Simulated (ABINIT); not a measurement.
# Rb2LiAlF6 (Fm-3m): RPA correlation energy against the basis

Aim: the RPA correlation energy of Rb2LiAlF6 (Fm-3m) as bands and response cutoff rise.

Method: PBEsol and many-body steps on it, plane waves, in ABINIT 10.8.3.

Most raw output is cut from this account.

## 1. Set-up

It takes space group Fm-3m (No. 225, cubic). The conventional cell has a = 8.228 Å, b = 8.228 Å, c = 8.228 Å, α = 90.00°, β = 90.00°, γ = 90.00°. Nearest to Rb lie 12 F at 2.92 Å. Nearest to Li lie 6 F at 2.26 Å. Nearest to Al lie 6 F at 1.86 Å. F has 1 Al at 1.86 Å and 1 Li at 2.26 Å and 4 Rb at 2.92 Å nearest. Farther neighbours and most contacts between anions are not listed.

The cell and positions are those that the Materials Project relaxed with its own functionals (PBE, PBE+U or r2SCAN), kept fixed.

## 2. Empty states on the mesh, 2×2×2 mesh, 492 bands

This step: ABINIT 10.8.3; DFT, PBEsol, plane waves, norm-conserving pseudopotentials.

The sums over transitions need many empty states on a uniform mesh; this step solves for them.

Contents of run.abi:

```
acell 3*1.0 Angstrom
rprim 
  0.000000000000 4.113943000000 4.113943000000
  4.113943000000 0.000000000000 4.113943000000
  4.113943000000 4.113943000000 -0.000000000000
ntypat 4
znucl 37 3 13 9
natom 10
typat 1 1 2 3 4 4 4 4 4 4
xred 
  0.750000000000 0.750000000000 0.750000000000
  0.250000000000 0.250000000000 0.250000000000
  0.500000000000 0.500000000000 0.500000000000
  0.000000000000 0.000000000000 0.000000000000
  0.774175000000 0.225825000000 0.225825000000
  0.225825000000 0.225825000000 0.774175000000
  0.225825000000 0.774175000000 0.774175000000
  0.225825000000 0.774175000000 0.225825000000
  0.774175000000 0.225825000000 0.774175000000
  0.774175000000 0.774175000000 0.225825000000
pp_dirpath "pseudos"
pseudos "Rb.upf, Li.upf, Al.upf, F.upf"
ecut 36
ngkpt 2 2 2
nshiftk 1
shiftk 0 0 0
kptopt 1
chksymbreak 0
iscf -2
irdden 1
istwfk *1
nband 492
nbdbuf 44
tolwfr 1e-09
nstep 60
prtvol 0
indata_prefix "in"
outdata_prefix "out"
tmpdata_prefix "tmp"
```

On the command line:

```sh
OMP_NUM_THREADS=1 mpirun -n 4 abinit run.abi > log
```

Elapsed: 5.9 min, on 4 MPI ranks of Arm Neoverse V2, shared host; peak memory 0.64 GiB; 24 min of CPU time.

Numbers from this step:

```
gap                                                           : 7.106 eV
k of the valence top                                          : 0, 0, 0
k of the conduction bottom                                    : 0, 0, 0
least direct gap                                              : 7.106 eV
k points computed                                             : 3
lowest point of the top converged band, above the valence top : 115.5926 eV
```

On this mesh the gap is 7.106 eV.

The density comes from a self-consistent run that is not shown.

## 3. RPA energy: 2×2×2 mesh, 101 bands, screening to 43.5 eV

The RPA dielectric matrix is built and inverted for each q.

This step: RPA screening on PBEsol, plane waves, norm-conserving pseudopotentials.

Changes to run.abi since step 2:

```diff
@@ -28,10 +28,15 @@
 chksymbreak 0
-iscf -2
-irdden 1
 istwfk *1
-nband 492
-nbdbuf 44
-tolwfr 1e-09
-nstep 60
-prtvol 0
+occopt 1
+irdwfk 1
+optdriver 3
+nband 101
+ecuteps 1.6
+inclvkb 2
+awtr 1
+symchi 1
+gwcalctyp 1
+nfreqre 0
+nfreqim 8
+gwrpacorr 1
 indata_prefix "in"
```

Run time: 22 s. Hardware: 4 MPI ranks; peak memory 1.3 GiB; 86 s of CPU time.

Numbers from this step:

```yaml
eps_infinity_with_local_fields_on_this_mesh_along_the_program_s_q_direction: 2.080
the_same_without_local_fields: 2.235
plasma_frequency: 25.56 eV
plane_waves_in_the_screening_matrix: 89
rpa_correlation_energy: -15.52 eV
```

Local fields lower ε∞ by 7 %. On a Γ-centred mesh this coarse the value itself is usually too large, while a short band sum pulls it down.

## 4. RPA energy: 2×2×2 mesh, 179 bands, screening to 70.7 eV

Changes to run.abi since step 3:

```diff
@@ -32,4 +32,4 @@
 optdriver 3
-nband 101
-ecuteps 1.6
+nband 179
+ecuteps 2.6
 inclvkb 2
```

Wall time 47 s (4 MPI ranks); peak memory 1.8 GiB.

This step gave:

```
ε∞ with local fields, on this mesh, along the program's q direction : 2.100
the same without local fields                                       : 2.280
plasma frequency                                                    : 25.56 eV
plane waves in the screening matrix                                 : 169
RPA correlation energy                                              : -29.30 eV
```

## 5. RPA energy: 2×2×2 mesh, 302 bands, screening to 108.8 eV

Changes to run.abi since step 4:

```diff
@@ -32,4 +32,4 @@
 optdriver 3
-nband 179
-ecuteps 2.6
+nband 302
+ecuteps 4
 inclvkb 2
```

Elapsed: 1.7 min, on 4 MPI ranks; peak memory 2.2 GiB; 6.7 min of CPU time.

This step gave:

* ε∞ with local fields, on this mesh, along the program's q direction: 2.097
* the same without local fields: 2.293
* plasma frequency: 25.56 eV
* plane waves in the screening matrix: 339
* RPA correlation energy: -45.13 eV

## 6. RPA energy: 2×2×2 mesh, 448 bands, screening to 144.2 eV

Changes to run.abi since step 5:

```diff
@@ -32,4 +32,4 @@
 optdriver 3
-nband 302
-ecuteps 4
+nband 448
+ecuteps 5.3
 inclvkb 2
```

Elapsed: 3.6 min, on 4 MPI ranks; peak memory 3.5 GiB.

Numbers from this step:

```
ε∞ with local fields, on this mesh, along the program's q direction : 2.095
the same without local fields                                       : 2.296
plasma frequency                                                    : 25.56 eV
plane waves in the screening matrix                                 : 537
RPA correlation energy                                              : -56.1912 eV
```

## 7. RPA energy: 2×2×2 mesh, 179 bands, screening to 136.1 eV, 4 frequencies

Changes to run.abi since step 6:

```diff
@@ -32,4 +32,4 @@
 optdriver 3
-nband 448
-ecuteps 5.3
+nband 179
+ecuteps 5
 inclvkb 2
@@ -39,3 +39,3 @@
 nfreqre 0
-nfreqim 8
+nfreqim 4
 gwrpacorr 1
```

It took 66 s on 4 MPI ranks; peak memory 2.2 GiB.

This step gave:

* ε∞ with local fields, on this mesh, along the program's q direction: 2.089
* the same without local fields: 2.280
* plasma frequency: 25.56 eV
* plane waves in the screening matrix: 531
* RPA correlation energy: -38.96 eV

## 8. The rungs together

Times are wall times on 4 MPI ranks of Arm Neoverse V2, shared host, good to a factor of about two.

| bands | cutoff (eV) | plane waves | frequencies | E_c (eV/atom) | time |
| --- | --- | --- | --- | --- | --- |
| 101 | 43.5 | 89 | 8 | -1.552 | 22 s |
| 179 | 70.7 | 169 | 8 | -2.930 | 47 s |
| 302 | 108.8 | 339 | 8 | -4.513 | 1.7 min |
| 448 | 144.2 | 537 | 8 | -5.619 | 3.6 min |
| 179 | 136.1 | 531 | 4 | -3.896 | 66 s |

## 9. Outcome

| Item | Value |
| --- | --- |
| 2×2×2 mesh, 101 bands, screening to 43.5 eV | -1.552 eV/atom |
| 2×2×2 mesh, 179 bands, screening to 70.7 eV | -2.930 eV/atom |
| 2×2×2 mesh, 302 bands, screening to 108.8 eV | -4.513 eV/atom |
| 2×2×2 mesh, 448 bands, screening to 144.2 eV | -5.619 eV/atom |
| limit by the two highest rungs | -7.72 eV/atom |

Rows off the diagonal of bands and cutoff are checks and stay out of the ladder. The energy is still falling: −1.106 eV/atom over the last rung. A line in cutoff^(−3/2) puts the limit near -7.72 eV/atom, 37 % beyond the top rung; the pair below gives -6.26, so the estimate is rough. The value holds the valence electrons of these pseudopotentials alone, on one mesh; differences between structures converge far faster than the total.

[Paths, hosts, dates, memory and timing lines, banners, echoed tables and standing remarks are left out of the program output.]

[Logs are printed without paths, hosts, clocks, repeated set-up lines and the standing remarks that a program may print on its own settings, such as how far it seeks lower states.]

[Runs of the session that timed out or met a known fault of the program may be left out.]

[Hosts, paths, dates, database ids (printed as entryN), source tags and the programs' standing remarks are cut or masked in the printed files.]

[G0W0 gaps are taken among the corrected bands and points alone; a level outside them can change the order at an edge.]

[Where Ansatz stands beside ABINIT at settings called matched, ABINIT's density can come from a denser mesh and the files from another edition; pairs whose starting gaps differed by over 0.03 eV were left out, so agreement reads better than it is.]
